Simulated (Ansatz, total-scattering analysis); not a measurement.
# aqueous CaCl2: run and scatter

Aim: the structure of aqueous CaCl2 at 330 K, and the X-ray and neutron patterns it would give.

Method: ab initio molecular dynamics with Ansatz (revPBE-D3(BJ), plane waves, PAW default files, Langevin thermostat, no spin, fixed volume, H with the mass of D). Composition: 30 H2O, 2 Ca2+ and 4 Cl-; O 31.2, H 62.5, Ca 2.1, Cl 4.2 atom %; 96 atoms. The average runs over 0.68 ps of 96 atoms, so shells between rare elements are rough. Mean temperature 333 K, largest m.s.d. 0.94 Å², energy drift +0 meV an atom (last third less first, no steady trend), Langevin friction 10 ps⁻¹; the first quarter of the run is discarded. Start: last frame of a classical run of this cell at the same density and temperature. So short a stretch relaxes bonds and nearest shells but still remembers its start.

## The run

The step of 1 fs has to resolve the fastest vibration, that of H (given the mass of D, which leaves classical structure unchanged and allows a longer step). The volume is fixed, since the run is too short for a cell to find its own; the mean pressure then hints how far the functional is from its own density, with errors up to a few GPa from cell size, k-points and loose SCF steps (the program warns of the last). One k-point, Γ, is the usual economy for a cell of this size. Smeared occupations keep the forces smooth should levels come near the Fermi energy. A dispersion term is added because semilocal functionals bind large anions and molecules too weakly, which shows as excess pressure at a given density. A Langevin thermostat samples the right structure once equilibrated, but its friction lowers diffusion.

The input, input.yaml:

```yaml
crystal:
  lattice:
    - [10.0159, 0.0, 0.0]
    - [0.0, 10.0159, 0.0]
    - [0.0, 0.0, 10.0159]
  atoms:
    - { symbol: O, position: [0.8235, 0.0968, 0.5836] }
    - { symbol: H, position: [0.8615, 0.1695, 0.6405] }
    - { symbol: H, position: [0.8527, 0.0082, 0.6187] }
    - { symbol: O, position: [0.6208, 0.389, 0.9235] }
[... 90 atom lines left out ...]
    - { symbol: Cl, position: [0.4472, 0.442, 0.504] }
    - { symbol: Cl, position: [0.469, 0.8673, 0.9417] }
kpoints:
  mp_grid: { grid: [1, 1, 1] }
scf:
  occupations: { method: fermi_dirac, width: 0.0284 }
hamiltonian:
  xc: revpbe
  pseudopotentials: { kind: paw }
  dispersion: d3bj
output:
  forces: true
  stress: true
md:
  timestep: 1.0
  n_steps: 900
  ensemble: nvt_langevin
  temperature: 330.0
  initial_velocities: maxwell_boltzmann
  seed: 7
  masses: [{ species: H, mass: 2.014 }]
```

```console
$ ansatz run input.yaml --threads 4 --pin off --max-ram 8192MiB --backend cpu --events-out ev --progress --plain --runs-dir out
```

```text
Warning: md: disabling space-group detection — thermal motion breaks the input geometry's symmetry, so no spatial operation reduces the k-mesh or symmetrises the density; time reversal is kept, so that k and −k are [...]
Warning: output.stress: scf.convergence.dr2_threshold = 9.6e-8 eV (the default of an md: trajectory) is looser than the 9.6e-9 eV advised for a printed stress (1e-10 eV for each atom of the cell: 96). What an SCF [...]
Warning: RAYON_NUM_THREADS=4 ignored (pool sized by the plan → 4); use --threads N
Engine: ansatz 0.2.0, aarch64-unknown-linux-gnu
Pseudopotential: O, paw, valence charge 6, recommended cutoff 420 eV (normal), O.paw.azcp
Pseudopotential: H, paw, valence charge 1, recommended cutoff 420 eV (normal), H.paw.azcp
Pseudopotential: Ca, paw, valence charge 10, recommended cutoff 420 eV (normal), Ca.paw.azcp
Pseudopotential: Cl, paw, valence charge 7, recommended cutoff 420 eV (normal), Cl.paw.azcp
Functional definition: revPBE
Crystal: 96 atoms, lattice volume = 1004.778 Å³
Basis set: ecut = 420 eV, 19597 PW (Γ), exchange–correlation on 144×144×144 points (8 copies of the dense FFT grid, shifted against one another)
Bands: 240, of which v1, the nominal top of the filled ones, is band 144 counted from 1 (143 counted from 0)
k-points: 1
[... other set-up lines, SCF lines and steps between those shown are left out ...]
md step     0: t =     0.00 fs  T =   326.6 K  F+E_penalty+E_count = -26022.90047735 eV  E_kin = 4.052301 eV  P_inst = -1.6535 GPa  (8 SCF iters)
md step     1: t =     1.00 fs  T =   325.5 K  F+E_penalty+E_count = -26022.85092561 eV  E_kin = 4.038684 eV  P_inst = -1.3608 GPa  (8 SCF iters, 3 dispersion substeps)
md step    36: t =    36.00 fs  T =   348.4 K  F+E_penalty+E_count = -26023.31937872 eV  E_kin = 4.323814 eV  P_inst = 1.2832 GPa  (6 SCF iters, 3 dispersion substeps)
md step    72: t =    72.00 fs  T =   337.3 K  F+E_penalty+E_count = -26023.26396431 eV  E_kin = 4.185139 eV  P_inst = 2.1287 GPa  (6 SCF iters, 3 dispersion substeps)
md step   108: t =   108.00 fs  T =   273.9 K  F+E_penalty+E_count = -26023.00374978 eV  E_kin = 3.399048 eV  P_inst = 0.2796 GPa  (6 SCF iters, 3 dispersion substeps)
md step   144: t =   144.00 fs  T =   346.8 K  F+E_penalty+E_count = -26023.73013761 eV  E_kin = 4.302978 eV  P_inst = -0.5413 GPa  (6 SCF iters, 3 dispersion substeps)
[... the rest of the log is left out; where it ends short of n_steps, the time limit stopped the run ...]
```

It took 53 min on 4 threads of Arm Neoverse V2, with other jobs on the host, peak memory 1.1 GiB.

## Analysis

The totals are in Faber–Ziman form. Below 4 Å⁻¹ the partials are summed on the cell's own reciprocal vectors (from 0.63 Å⁻¹) and folded with a Gaussian of σ = 0.14 Å⁻¹; above it they are transforms of g(r) out to 6.8 Å, tapered over the last 40 %. The fold lowers sharp peaks, and with so few vectors their positions are good to about 0.1 Å⁻¹. X-rays take neutral-atom form factors, neutrons coherent lengths (O 5.8037, H 6.6681, Ca 4.7, Cl 9.5792 fm). Hydrogen is taken as deuterium. G(r) = 4πrρ₀[g(r) − 1] carries the resolution of a Lorch-windowed transform up to 20 Å⁻¹. The patterns are simulated, not measured. The cell is small: beyond half the box only the part of each shell inside it is counted, and low-Q values rest on few vectors. It is averaged over 136 frames.

```csv
T (K),state,density (g/cm³),first clear X-ray maximum (Å⁻¹),its height (X-ray),first clear neutron maximum (Å⁻¹),its height (neutron),Ca–O (Å),O around Ca,O–O (Å),held,"D over the elements, rough (10⁻⁹ m²/s)"
330,slow,1.260,2.85,1.78,2.01,1.79,2.48,7.24,2.75,"volume, 0.3 GPa mean",-
```

neutron S(Q):

```
Q (Å⁻¹)  330 K
    0.8   0.13
    1.1   0.23
    1.4   0.48
    1.7   1.22
    2.0   1.79
    2.3   1.60
    2.6   1.23
    2.9   0.94
    3.2   0.78
    3.5   0.82
    3.8   0.87
    4.1   0.90
    4.4   0.86
    4.7   0.81
    5.0   0.78
    5.3   0.79
    5.6   0.85
    5.9   0.94
    6.2   1.01
    6.5   1.05
    6.8   1.04
    7.1   1.03
    7.4   1.04
    7.7   1.09
    8.0   1.14
    8.3   1.17
    8.6   1.17
    8.9   1.13
```

At 330 K the maxima of S(Q), Q in Å⁻¹ (height), are X-ray: 2.85 (1.78), 4.50 (1.11), 6.10 (1.12), 8.13 (1.12); neutron: 2.01 (1.79), 4.04 (0.91), 8.43 (1.17), 13.75 (1.08). Its shells:

```csv
pair,first peak (Å),g there,first minimum (Å),g there,neighbours,kind,X-ray weight (f = Z),neutron weight
O–H,0.98,29.5,1.26,0.01,"2.0 H per O, 1.0 O per H",within molecules,0.17,0.36
H–H,1.56,3.4,1.84,0.09,1.0,within molecules,0.02,0.41
H–Cl,2.12,2.9,2.80,0.43,"0.3 Cl per H, 5.2 H per Cl",between molecules,0.05,0.08
O–Ca,2.48,9.1,3.12,0.06,"0.5 Ca per O, 7.2 O per Ca",between molecules,0.12,0.01
O–O,2.75,2.5,3.60,0.93,5.5,between molecules,0.35,0.08
O–Cl,3.16,3.4,3.92,0.76,"1.0 Cl per O, 7.4 O per Cl",between molecules,0.20,0.03
```

The tapered transform alone would put 1.76 at the neutron maximum of 2.01 Å⁻¹, where the reciprocal vectors give 1.79; the two routes agree.

**Reading.** Distances within molecules give the sharpest pair functions, and with hydrogen they rule the neutron S(Q) at high Q: O–H 0.98 Å and H–H 1.56 Å (first peaks only). Between molecules or ions, shells with a clear end include O–Ca at 2.48 Å (0.5 Ca per O, 7.2 O per Ca). On the last frame 90 % of the H on O, N or F point at an acceptor of another molecule or at an anion within hydrogen-bond range (2.35 Å to O, N, F; 2.85 Å to Cl, Br, I).

[Logs are printed without paths, hosts, clocks, repeated set-up lines and the standing remarks that a program may print on its own settings, such as how far it seeks lower states.]
